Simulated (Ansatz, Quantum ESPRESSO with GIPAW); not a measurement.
## Solid-state NMR of CdF2 by GIPAW

Aim: the magnetic shielding of every site in CdF2.

What was measured: 19F isotropic shift -190.7 ppm, in “NMR parameters in alkali, alkaline earth and rare earth fluorides from first principle calculations” (2011; arXiv:1105.1645), quoting earlier work. Shifts are on the scales named with the reference lines below.

Main program and level: Quantum ESPRESSO with GIPAW 8.0dev (patched build); DFT, PBE, plane-wave PAW (pslibrary 1.0.0 recipes), scalar-relativistic, GIPAW; a patched development version of the program.

Report form: the programs' logs are mostly left out.

## 1. Set-up

The structure is cubic, space group Fm-3m (No. 225). The conventional cell has a = 5.388 Å, b = 5.388 Å, c = 5.388 Å, α = 90.00°, β = 90.00°, γ = 90.00°. Nearest to Cd lie 8 F at 2.33 Å. F has 4 Cd at 2.33 Å nearest. Farther neighbours and most contacts between anions are not listed.

The cell is an entry of the Crystallography Open Database.

A relaxation of the atoms beforehand (Quantum ESPRESSO with GIPAW) moved none by more than 0.003 Å.

## 2. The SCF step

The shielding is a linear response of the occupied states, which this run provides. It is converged far beyond what an energy needs, since the response uses the wavefunctions themselves. No empty states are asked for: the response is solved without them. The mesh has a spacing of 0.23 Å⁻¹ at most. The PAW files were made with ld1.x from the pslibrary 1.0.0 recipes, with GIPAW reconstruction switched on (the recipe of F slightly mended, as the packaged one fails to give a sound file).

scf.in reads:

```
&control
  calculation = 'scf'
  prefix = 'x'
  outdir = './tmp/'
  pseudo_dir = './'
/
&system
  ibrav = 0
  nat = 3
  ntyp = 2
  ecutwfc = 55
  ecutrho = 640
  nbnd = 13
/
&electrons
  conv_thr = 1.0d-10
  mixing_beta = 0.7
  electron_maxstep = 100
/
ATOMIC_SPECIES
  Cd 112.414 Cd.pbe-n-kjpaw_psl.1.0.0-gipaw.UPF
  F 18.998 F.pbe-n-kjpaw_psl.1.0.0-gipaw.UPF
CELL_PARAMETERS angstrom
  0.00000000 2.69400000 2.69400000
  2.69400000 0.00000000 2.69400000
  2.69400000 2.69400000 0.00000000
ATOMIC_POSITIONS crystal
  Cd 0.00000000 0.00000000 0.00000000
  F 0.75000000 0.75000000 0.75000000
  F 0.25000000 0.25000000 0.25000000
K_POINTS automatic
  9 9 9 0 0 0
```

Run with:

```sh
mpirun -np 4 pw.x -nk 4 -in scf.in > scf.out
```

Wall time 15 s (4 MPI ranks of Arm Neoverse V1, shared host); peak memory 0.54 GiB; 60 s of CPU time.

It converged in 15 cycles to an estimated accuracy of 5e-11 Ry, on 35 irreducible k-points.

## 3. GIPAW: job nmr

The job finds the current that a weak uniform field induces (applied as a long wave, q_gipaw) and the field that this current makes at each nucleus. On atoms with p or d valence electrons much of the paramagnetic part arises close to the nucleus, where the PAW partial waves rebuild the true states. pawproj makes the reconstruction use the PAW data sets' own projectors.

nmr.in reads:

```
&inputgipaw
  job = 'nmr'
  prefix = 'x'
  tmp_dir = './tmp/'
  restart_mode = 'from_scratch'
  verbosity = 'low'
  q_gipaw = 0.01
  spline_ps = .true.
  conv_threshold = 1.0d-11
  use_nmr_macroscopic_shape = .false.
  pawproj(1) = .true.
  pawproj(2) = .true.
/
```

Run with:

```sh
mpirun -np 4 gipaw.x -in nmr.in > nmr.out
```

The job ended after 2.2 min (4 MPI ranks; peak memory 0.4 GiB; 8.6 min of CPU time).

The f-sum rule is met to 0.0048 of 21.2 (0.02 %). Converged shieldings require that this miss be small, but a small miss does not prove them. This build smooths some augmentation functions of the files as it reads them, which, it says, moves results; by how much was not measured here.

From the symmetric part of each tensor, with principal values σ11 ≤ σ22 ≤ σ33: σ_iso is their mean, the span is σ33 − σ11 and the skew 3(σ_iso − σ22)/span. (gipaw.x prints an anisotropy in another convention.)

```
site  atom no.  atoms in cell  σ_iso (ppm)  span (ppm)  skew
  Cd         1              1         3979           0     -
   F         2              2        336.5         0.0     -
```

The macroscopic shape term is switched off. For a spherical sample the valence susceptibility of this run would add about 11 ppm to every site, a rough estimate, since the susceptibility converges slowly and lacks part of the PAW terms. Differences within the crystal don't depend on it, but shieldings of different compounds can't be compared to better than a few ppm without it.

Cd and F sit on cubic site symmetry, where the tensor must be isotropic.

## 4. Sites, surroundings and shifts

Spectra are read against a reference compound, and shifts rise as shieldings fall. A slope other than one corrects for the functional's tendency to overstate or understate differences of shielding.

Shifts follow from reference lines fitted to measured solids with this functional and these files. 19F: δ = (115.6 − σ) / 1.183, zero at CFCl3, fitted to 6 measured values, from BaF2, KF, LiF, MgF2, NaF and ZnF2, with a scatter of 6.8 ppm r.m.s. (this compound left out) (CaF2 fall off this line, as semilocal functionals put their cations' empty d or f shells too low, and are left out), on σ without the shape term. Kinds of site that fitted badly were split off after the misses were seen, so the scatter is that of the points kept.

Covalently bonded atoms count as neighbours within 1.18 times the sum of their radii. Otherwise a cation's neighbours lie within 1.2 times its shortest bond (1.3 for large cations, each anion's radius taken off where they differ), and an anion's are the cations that count it.

```
site  atom no.  atoms in cell  surroundings  bonds (Å)  δ_iso (ppm)
  Cd         1              1          CdF8      2.333            -
   F         2              2  bound to Cd4      2.333       -186.7
```

Simulated spectrum, 19F MAS at 60 kHz, 20 T (801.6 MHz), lines broadened by 2 ppm; rigid lattice, with dipolar and J couplings left out: a single narrow line at -186.7 ppm.

## 5. What the settings change

Each row names what was changed: another mesh tests the sampling of the zone; another functional shows how far the paramagnetic term hangs on the exchange-correlation form; another cutoff tests the basis.

Changes of σ_iso (ppm) against the run above (PBE, cutoffs 55 and 640 Ry, mesh 9×9×9, 9.6 min). Times are CPU times of pw.x and gipaw.x together, on 4 MPI ranks of Arm Neoverse V1, shared host; on a shared host they are rough. A run is marked as doubtful where the f-sum miss passes 0.015 electrons, or that much for each three atoms in larger cells (with Tl, Pb, Hg, Bi or Sn a third of that, or a mesh spacing over 0.26 Å⁻¹), or where the susceptibility is unphysically large.

```
                           run  CPU time  f-sum miss     Cd      F
                 mesh 11×11×11    15 min      0.0048   +0.0   +0.0
                           LDA   9.4 min      0.0046  -89.4  -17.3
cutoffs 40 and 480 Ry (marked)   6.4 min       0.028   +1.9   +0.5
mesh 6×6×6 (coarse on purpose)   4.8 min      0.0053   -0.3   -1.0
                      Wu-Cohen    10 min      0.0046  -37.2   -7.2
```

The largest move is -89.4 ppm, on Cd, from LDA.

## 6. Against experiment

```
                 quantity  site  measured  calculated  difference
19F isotropic shift (ppm)     F    -190.7      -186.7        +4.0
```

## 7. What came out

| Quantity | Value |
| --- | --- |
| 19F shift | -186.7 ppm |
| 113Cd shielding without shape term | 3979 ppm |

19F has one site (bound to Cd4), with isotropic shift -186.7 ppm. Verdict on the shifts: 19F good, missed by 4 ppm at most, within the scatter of its line. Going to mesh 11×11×11 changes no isotropic shielding by more than 0.01 ppm, so the main run is converged in that respect. A higher cutoff was not carried through on these files. The cheaper run with mesh 6×6×6 takes about 50 % of the time and is off by 1.0 ppm on F. The largest change with the functional is 89.4 ppm in absolute shielding; part of that drops out once each functional has its own reference line. The scalar-relativistic files are used with non-relativistic response operators, which weighs most on the heavy atoms' own shieldings. This build of gipaw.x prints that it is not audited and that its numbers are no references by themselves. It also reports spline_ps as false although the input sets it; why was not traced.

[Logs are printed without paths, hosts, clocks, repeated set-up lines and the standing remarks that a program may print on its own settings, such as how far it seeks lower states.]

[Hosts, paths, dates, database ids (printed as entryN), source tags and the programs' standing remarks are cut or masked in the printed files.]

[Where no reference line passes its bar on scatter, no shift is given, so a measured shift of this compound may stand uncompared.]
